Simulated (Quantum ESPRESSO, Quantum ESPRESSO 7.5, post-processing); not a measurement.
# Ca(111), 5 layers: solver and mixing choices

Aim: which eigensolver and mixing brings Ca(111), 5 layers to self-consistency fastest, and whether the result stays the same.

Method: plane-wave DFT, PBE, GBRV ultrasoft pseudopotentials, in Quantum ESPRESSO 7.5.

Report form: the programs' logs are mostly left out.

## (1) The structure

The cell holds 5 atoms: 5 Ca. Cell: a = 3.946 Å, b = 3.946 Å, c = 28.886 Å, α = 90.0°, β = 90.0°, γ = 60.0°. It derives from Ca. Vacuum lies along c.

## (2) Ground state: david, local-TF mixing, beta 0.4, history 8

The first run is the reference of the series.

File c0.in:

```
&control
  prefix = 'c0'
  outdir = './out'
  pseudo_dir = './pseudo'
  calculation = 'scf'
  tprnfor = .true.
/
&system
  ibrav = 0
  nat = 5
  ntyp = 1
  ecutwfc = 40
  ecutrho = 200
  occupations = 'smearing'
  smearing = 'mv'
  degauss = 0.02
  assume_isolated = 'esm'
  esm_bc = 'bc1'
/
&electrons
  conv_thr = 1e-07
  mixing_beta = 0.4
  electron_maxstep = 80
  mixing_mode = 'local-TF'
  diagonalization = 'david'
  mixing_ndim = 8
/
ATOMIC_SPECIES
  Ca  40.0780  ca_pbe_v1.uspp.F.UPF
CELL_PARAMETERS angstrom
  3.94565583902094 0.00000000000000 0.00000000000000
  1.97282791951047 3.41703819118253 0.00000000000000
  0.00000000000000 0.00000000000000 28.88645800831245
ATOMIC_POSITIONS crystal
  Ca  0.666666666700 0.666666666700 -0.223053619184
  Ca  0.000000000000 0.000000000000 -0.111526809592
  Ca  0.333333333300 0.333333333300 0.000000000000
  Ca  0.666666666700 0.666666666700 0.111526809592
  Ca  0.000000000000 0.000000000000 0.223053619184
K_POINTS automatic
  6 6 1 0 0 0
```

Run with:

```bash
$ OMP_NUM_THREADS=1 mpirun -n 4 pw.x -nk 2 -in c0.in > c0.out
```

It took 44 s on 4 MPI ranks of Intel Xeon 6975P-C (Granite Rapids), shared host; peak memory 0.76 GiB; 2.9 min of CPU time.

Numbers from this step:

- free energy: -5096.2337 eV
- Fermi energy: -2.988 eV
- vacuum line at the lower end of the cell, over the Fermi level: 2.988 eV
- vacuum line at the upper end of the cell, over the Fermi level: 2.988 eV

Electrostatic potential energy of an electron; zero at the Fermi level. The potential energy, planar mean by z:

z (Å), potential energy, planar mean (eV) and a bar from the least value:
```
      -14        3.0 ##############################
      -13        3.0 ##############################
      -12        3.0 ##############################
      -11        3.0 ##############################
      -10        2.9 ##############################
       -9        2.7 #############################
       -8        1.5 ###########################
       -7       -5.4 #############
       -6       -6.8 ##########
       -5        1.5 ###########################
       -4       -2.0 ####################
       -3      -10.1 ###
       -2        1.0 ##########################
       -1       -0.1 ########################
        0      -11.4 
        1       -0.1 ########################
        2        1.0 ##########################
        3      -10.1 ###
        4       -2.0 ####################
        5        1.5 ###########################
        6       -6.8 ##########
        7       -5.4 #############
        8        1.5 ###########################
        9        2.7 #############################
       10        2.9 ##############################
       11        3.0 ##############################
       12        3.0 ##############################
       13        3.0 ##############################
       14        3.0 ##############################
```

The program's own clock; routines nest. Time by routine:

```
     routine  wall time (s)  calls
       PWSCF          43.74      1
   electrons          42.37      1
     c_bands          27.66     29
     cegterg          21.58    118
       h_psi          14.95   1221
    vloc_psi          11.66   1221
        fftw          11.44  26198
    sum_band           5.88     29
     mix_rho           4.73     29
        newd           2.81     29
      calbec           2.14   1353
        ffts            2.1   2719
h_psi:calbec           1.73   1221
  add_vuspsi           1.43   1221
```

The vacuum levels are read from the outermost 0.7 Å of the cell on either side.

The run needed 28 iterations to bring the estimated error under 1e-07 Ry; the largest force on any atom, held or free, is 0.07 eV/Å.

Inside the slab this potential holds the local part of the pseudopotentials, which can be repulsive at the nuclei; only its value in the vacuum has a meaning of its own.

## (3) Self-consistent run: david, plain mixing, beta 0.4, history 8

c1.in, as its differences from the input of step 2:

```diff
@@ -1,3 +1,3 @@
 &control
-  prefix = 'c0'
+  prefix = 'c1'
   outdir = './out'
@@ -23,3 +23,3 @@
   electron_maxstep = 80
-  mixing_mode = 'local-TF'
+  mixing_mode = 'plain'
   diagonalization = 'david'
```

Run with:

```bash
$ OMP_NUM_THREADS=1 mpirun -n 4 pw.x -nk 2 -in c1.in > c1.out
```

Wall time 35 s (4 MPI ranks); peak memory 0.58 GiB.

Read from the output:

- Fermi energy: -2.990 eV
- vacuum line at the lower end of the cell, over the Fermi level: 2.990 eV
- vacuum line at the upper end of the cell, over the Fermi level: 2.990 eV

The program's own clock; routines nest. Time by routine:

```
     routine  wall time (s)  calls
       PWSCF          33.83      1
   electrons          32.45      1
     c_bands          23.33     26
     cegterg          17.86    105
       h_psi          12.46   1023
    vloc_psi           9.72   1023
        fftw           9.63  22248
    sum_band           5.25     26
        newd           2.48     26
      calbec           1.81   1143
h_psi:calbec           1.44   1023
    v_of_rho           1.19     26
  add_vuspsi           1.18   1023
       s_psi           1.05   1023
```

Counted from each run's own zero (the Fermi level), the vacuum level differs from the first run's by +2 meV.

## (4) Self-consistent run: david, plain mixing, beta 0.7, history 8

c2.in, as its differences from the input of step 3:

```diff
@@ -1,3 +1,3 @@
 &control
-  prefix = 'c1'
+  prefix = 'c2'
   outdir = './out'
@@ -21,3 +21,3 @@
   conv_thr = 1e-07
-  mixing_beta = 0.4
+  mixing_beta = 0.7
   electron_maxstep = 80
```

Run with:

```bash
$ OMP_NUM_THREADS=1 mpirun -n 4 pw.x -nk 2 -in c2.in > c2.out
```

Run time: 53 s. Hardware: 4 MPI ranks; peak memory 0.75 GiB.

Read from the output:

```
Fermi energy                                                   : -2.991 eV
vacuum line at the lower end of the cell, over the Fermi level : 2.991 eV
vacuum line at the upper end of the cell, over the Fermi level : 2.991 eV
```

The program's own clock; routines nest. Time by routine:

```
     routine  wall time (s)  calls
       PWSCF          52.04      1
   electrons          50.71      1
     c_bands          35.53     43
     cegterg          29.29    179
       h_psi           20.7   1473
    vloc_psi          16.37   1473
        fftw          16.33  37008
    sum_band           8.71     43
        newd           4.07     43
      calbec           2.88   1661
h_psi:calbec            2.3   1473
    v_of_rho           1.92     43
  add_vuspsi           1.86   1473
       s_psi           1.69   1473
```

Counted from each run's own zero (the Fermi level), the vacuum level differs from the first run's by +3 meV.

## (5) Self-consistent run: david, TF mixing, beta 0.4, history 8

c3.in, as its differences from the input of step 4:

```diff
@@ -1,3 +1,3 @@
 &control
-  prefix = 'c2'
+  prefix = 'c3'
   outdir = './out'
@@ -21,5 +21,5 @@
   conv_thr = 1e-07
-  mixing_beta = 0.7
+  mixing_beta = 0.4
   electron_maxstep = 80
-  mixing_mode = 'plain'
+  mixing_mode = 'TF'
   diagonalization = 'david'
```

Run with:

```bash
$ OMP_NUM_THREADS=1 mpirun -n 4 pw.x -nk 2 -in c3.in > c3.out
```

It took 44 s on 4 MPI ranks; peak memory 0.66 GiB.

The program's own clock; routines nest. Time by routine:

```
     routine  wall time (s)  calls
       PWSCF          43.34      1
   electrons          41.99      1
     c_bands          28.63     38
     cegterg           23.5    152
       h_psi          16.55   1294
        fftw           13.1  30108
    vloc_psi          13.03   1294
    sum_band           7.62     38
        newd           3.59     38
      calbec           2.35   1462
h_psi:calbec           1.84   1294
    v_of_rho           1.76     38
  add_vuspsi           1.53   1294
       s_psi           1.38   1294
```

Counted from each run's own zero (the Fermi level), the vacuum level differs from the first run's by +4 meV.

## (6) SCF with pw.x: david, local-TF mixing, beta 0.7, history 8

c4.in, as its differences from the input of step 5:

```diff
@@ -1,3 +1,3 @@
 &control
-  prefix = 'c3'
+  prefix = 'c4'
   outdir = './out'
@@ -21,5 +21,5 @@
   conv_thr = 1e-07
-  mixing_beta = 0.4
+  mixing_beta = 0.7
   electron_maxstep = 80
-  mixing_mode = 'TF'
+  mixing_mode = 'local-TF'
   diagonalization = 'david'
```

Run with:

```bash
$ OMP_NUM_THREADS=1 mpirun -n 4 pw.x -nk 2 -in c4.in > c4.out
```

The job ended after 33 s (4 MPI ranks; peak memory 0.76 GiB; 2.2 min of CPU time).

This step gave:

- Fermi energy: -2.989 eV
- vacuum line at the lower end of the cell, over the Fermi level: 2.989 eV
- vacuum line at the upper end of the cell, over the Fermi level: 2.989 eV

The program's own clock; routines nest. Time by routine:

```
     routine  wall time (s)  calls
       PWSCF          32.67      1
   electrons          31.34      1
     c_bands          21.07     22
     cegterg          16.44     89
       h_psi          11.47    934
    vloc_psi           8.99    934
        fftw           8.81  20410
    sum_band           4.41     22
     mix_rho            2.8     22
        newd           2.14     22
      calbec           1.63   1038
        ffts           1.33   1618
h_psi:calbec           1.31    934
  add_vuspsi           1.08    934
```

Counted from each run's own zero (the Fermi level), the vacuum level differs from the first run's by +2 meV.

## (7) SCF with pw.x: david, local-TF mixing, beta 0.2, history 8

c5.in, as its differences from the input of step 6:

```diff
@@ -1,3 +1,3 @@
 &control
-  prefix = 'c4'
+  prefix = 'c5'
   outdir = './out'
@@ -21,3 +21,3 @@
   conv_thr = 1e-07
-  mixing_beta = 0.7
+  mixing_beta = 0.2
   electron_maxstep = 80
```

Run with:

```bash
$ OMP_NUM_THREADS=1 mpirun -n 4 pw.x -nk 2 -in c5.in > c5.out
```

Run time: 57 s. Hardware: 4 MPI ranks; peak memory 0.76 GiB.

This step gave:

* Fermi energy: -2.990 eV
* vacuum line at the lower end of the cell, over the Fermi level: 2.991 eV
* vacuum line at the upper end of the cell, over the Fermi level: 2.990 eV

The program's own clock; routines nest. Time by routine:

```
     routine  wall time (s)  calls
       PWSCF          56.53      1
   electrons          55.19      1
     c_bands          30.85     47
     cegterg          25.38    189
       h_psi          18.37   1261
        fftw          14.91  34768
    vloc_psi           14.6   1261
    sum_band           9.35     47
     mix_rho            8.3     47
        newd           4.52     47
        ffts           3.62   4941
      calbec            2.6   1465
    v_of_rho           2.09     47
h_psi:calbec           1.98   1261
```

Counted from each run's own zero (the Fermi level), the vacuum level differs from the first run's by +3 meV.

## (8) Self-consistent run: david, local-TF mixing, beta 0.4, history 4

c6.in, as its differences from the input of step 7:

```diff
@@ -1,3 +1,3 @@
 &control
-  prefix = 'c5'
+  prefix = 'c6'
   outdir = './out'
@@ -21,3 +21,3 @@
   conv_thr = 1e-07
-  mixing_beta = 0.2
+  mixing_beta = 0.4
   electron_maxstep = 80
@@ -25,3 +25,3 @@
   diagonalization = 'david'
-  mixing_ndim = 8
+  mixing_ndim = 4
 /
```

Run with:

```bash
$ OMP_NUM_THREADS=1 mpirun -n 4 pw.x -nk 2 -in c6.in > c6.out
```

Elapsed: 35 s, on 4 MPI ranks; peak memory 0.72 GiB; 2.3 min of CPU time.

Numbers from this step:

| Quantity | Value |
| --- | --- |
| Fermi energy | -2.99 eV |
| vacuum line at the lower end of the cell, over the Fermi level | 2.990 eV |

The program's own clock; routines nest. Time by routine:

```
     routine  wall time (s)  calls
       PWSCF             34      1
   electrons          32.58      1
     c_bands          21.67     24
     cegterg          16.94     97
       h_psi           11.8   1013
    vloc_psi           9.22   1013
        fftw           9.13  21072
    sum_band           4.79     24
     mix_rho           2.72     24
        newd           2.25     24
      calbec           1.69   1125
h_psi:calbec           1.35   1013
        ffts            1.3   1610
    v_of_rho           1.18     24
```

Counted from each run's own zero (the Fermi level), the vacuum level differs from the first run's by +2 meV.

## (9) SCF with pw.x: cg, local-TF mixing, beta 0.4, history 8

c7.in, as its differences from the input of step 8:

```diff
@@ -1,3 +1,3 @@
 &control
-  prefix = 'c6'
+  prefix = 'c7'
   outdir = './out'
@@ -24,4 +24,4 @@
   mixing_mode = 'local-TF'
-  diagonalization = 'david'
-  mixing_ndim = 4
+  diagonalization = 'cg'
+  mixing_ndim = 8
 /
```

Run with:

```bash
$ OMP_NUM_THREADS=1 mpirun -n 4 pw.x -nk 2 -in c7.in > c7.out
```

Elapsed: 29 s, on 4 MPI ranks; peak memory 0.76 GiB.

Numbers from this step:

| Property | Result |
| --- | --- |
| Fermi energy | -2.992 eV |
| vacuum line at the lower end of the cell, over the Fermi level | 2.992 eV |
| vacuum line at the upper end of the cell, over the Fermi level | 2.992 eV |

The program's own clock; routines nest. Time by routine:

```
  routine  wall time (s)  calls
    PWSCF          28.74      1
electrons          27.37      1
  c_bands          18.91     17
 ccgdiagg          14.76     68
    h_psi          11.72   5015
  hs_1psi          10.57   4947
 vloc_psi           7.43   5015
     fftw           7.21  16174
   calbec           3.48  10046
 sum_band           3.39     17
   wfcrot            3.1     68
    s_psi           3.02   9962
   s_1psi           2.96   4947
  mix_rho           2.51     17
```

Counted from each run's own zero (the Fermi level), the vacuum level differs from the first run's by +4 meV.

## (10) SCF with pw.x: ppcg, local-TF mixing, beta 0.4, history 8

c8.in, as its differences from the input of step 9:

```diff
@@ -1,3 +1,3 @@
 &control
-  prefix = 'c7'
+  prefix = 'c8'
   outdir = './out'
@@ -24,3 +24,3 @@
   mixing_mode = 'local-TF'
-  diagonalization = 'cg'
+  diagonalization = 'ppcg'
   mixing_ndim = 8
```

Run with:

```bash
$ OMP_NUM_THREADS=1 mpirun -n 4 pw.x -nk 2 -in c8.in > c8.out
```

The job ended after 0.65 s (4 MPI ranks; peak memory 0.09 GiB).

The input was rejected at the start.

The fault put into the input: an eigensolver that this release has dropped (electrons.diagonalization = "ppcg").

The message: “iosys (1): PPCG diagonalization not supported anymore (Dec. 2024)”. This release no longer has that solver; david, paro or rmm-davidson serve.

## (11) SCF with pw.x: paro, local-TF mixing, beta 0.4, history 8

c9.in, as its differences from the input of step 10:

```diff
@@ -1,3 +1,3 @@
 &control
-  prefix = 'c8'
+  prefix = 'c9'
   outdir = './out'
@@ -24,3 +24,3 @@
   mixing_mode = 'local-TF'
-  diagonalization = 'ppcg'
+  diagonalization = 'paro'
   mixing_ndim = 8
```

Run with:

```bash
$ OMP_NUM_THREADS=1 mpirun -n 4 pw.x -nk 2 -in c9.in > c9.out
```

Elapsed: 59 s, on 4 MPI ranks; peak memory 0.76 GiB.

This step gave:

* Fermi energy: -2.991 eV
* vacuum line at the lower end of the cell, over the Fermi level: 2.991 eV
* vacuum line at the upper end of the cell, over the Fermi level: 2.991 eV

The program's own clock; routines nest. Time by routine:

```
     routine  wall time (s)  calls
       PWSCF          57.87      1
   electrons          56.55      1
     c_bands          48.13     17
      paro_k           38.4     68
       h_psi          24.62   2239
    vloc_psi          18.94   2239
        fftw          17.19  39334
    sum_band           3.46     17
      calbec           3.37   2323
h_psi:calbec           3.11   2239
     mix_rho            2.5     17
  add_vuspsi           2.41   2239
       s_psi           2.17   2239
        newd           1.73     18
```

Counted from each run's own zero (the Fermi level), the vacuum level differs from the first run's by +3 meV.

## (12) Ground state: rmm-davidson, local-TF mixing, beta 0.4, history 8

c10.in, as its differences from the input of step 11:

```diff
@@ -1,3 +1,3 @@
 &control
-  prefix = 'c9'
+  prefix = 'c10'
   outdir = './out'
@@ -24,3 +24,3 @@
   mixing_mode = 'local-TF'
-  diagonalization = 'paro'
+  diagonalization = 'rmm-davidson'
   mixing_ndim = 8
```

Run with:

```bash
$ OMP_NUM_THREADS=1 mpirun -n 4 pw.x -nk 2 -in c10.in > c10.out
```

It took 49 s on 4 MPI ranks; peak memory 0.69 GiB; 3.3 min of CPU time.

Numbers from this step:

```
Fermi energy                                                   : -2.990 eV
vacuum line at the lower end of the cell, over the Fermi level : 2.990 eV
vacuum line at the upper end of the cell, over the Fermi level : 2.990 eV
```

The program's own clock; routines nest. Time by routine:

```
     routine  wall time (s)  calls
       PWSCF           48.4      1
   electrons          47.07      1
     c_bands          28.79     37
       h_psi          15.46    965
        fftw          12.73  28760
    vloc_psi          12.37    965
   crmmdiagg           8.71    108
    sum_band           7.44     37
     mix_rho           5.65     37
      wfcrot           5.29    112
        newd           3.63     37
        ffts           2.64   3333
      calbec           2.14   1129
h_psi:calbec           1.64    965
```

Counted from each run's own zero (the Fermi level), the vacuum level differs from the first run's by +3 meV.

## (13) The series side by side

All levels:

```
                                             level  vacuum level over the Fermi level (eV)  its change from the first (meV)  energy from the first (meV an atom)  SCF iterations  wall time (s)  peak memory (GiB)  CPU time (s)
       david, local-TF mixing, beta 0.4, history 8                                   2.988                                0                                    0              28          44.49               0.76         176.8
          david, plain mixing, beta 0.4, history 8                                    2.99                              2.2                              1.09e-4              25          34.53               0.58         137.2
          david, plain mixing, beta 0.7, history 8                                   2.991                              3.4                              8.16e-5              42          52.75               0.75           210
             david, TF mixing, beta 0.4, history 8                                   2.991                              3.6                             -2.99e-4              37          44.07               0.66         175.2
       david, local-TF mixing, beta 0.7, history 8                                   2.989                              1.6                             -8.16e-5              21          33.39               0.76         132.5
       david, local-TF mixing, beta 0.2, history 8                                    2.99                              2.9                             -3.27e-4              46           57.2               0.76         227.9
       david, local-TF mixing, beta 0.4, history 4                                    2.99                              2.4                              5.44e-5              23          34.71               0.72         137.8
          cg, local-TF mixing, beta 0.4, history 8                                   2.992                              4.2                             -3.27e-4              17          29.42               0.76         116.8
        paro, local-TF mixing, beta 0.4, history 8                                   2.991                              3.3                             -4.35e-4              17          58.54               0.76         233.3
rmm-davidson, local-TF mixing, beta 0.4, history 8                                    2.99                              2.6                             -1.63e-4              36          49.11               0.69         195.4
```

## (14) Outcome

* fastest: cg, local-TF mixing, beta 0.4, history 8: 29 s, 17 iterations
* slowest that converged: paro, local-TF mixing, beta 0.4, history 8: 59 s, 17 iterations
* fewest iterations: cg, local-TF mixing, beta 0.4, history 8: 17
* largest change of the vacuum level: 4 meV

**Reading.** The fastest choice is cg, local-TF mixing, beta 0.4, history 8: 29 s, 17 iterations. The converged runs took 17 to 46 iterations and agree within 4 meV in the vacuum level; counts also move with the parallel layout and the random start, so differences of a few iterations rank nothing. Refused or stopped by an error: ppcg, local-TF mixing, beta 0.4, history 8. The times come from a shared host and are rough. Peak memory is sampled during the run and can miss the peak. The geometry is as built, not relaxed.

[Logs are printed without paths, hosts, clocks, repeated set-up lines and the standing remarks that a program may print on its own settings, such as how far it seeks lower states.]

[Hosts, paths, dates, database ids (printed as entryN), source tags and the programs' standing remarks are cut or masked in the printed files.]

[Maps of the electrostatic potential energy from Ansatz leave out the sawtooth potential of an applied field or a dipole correction, so their vacuum need not be flat; planar profiles and work functions include it.]
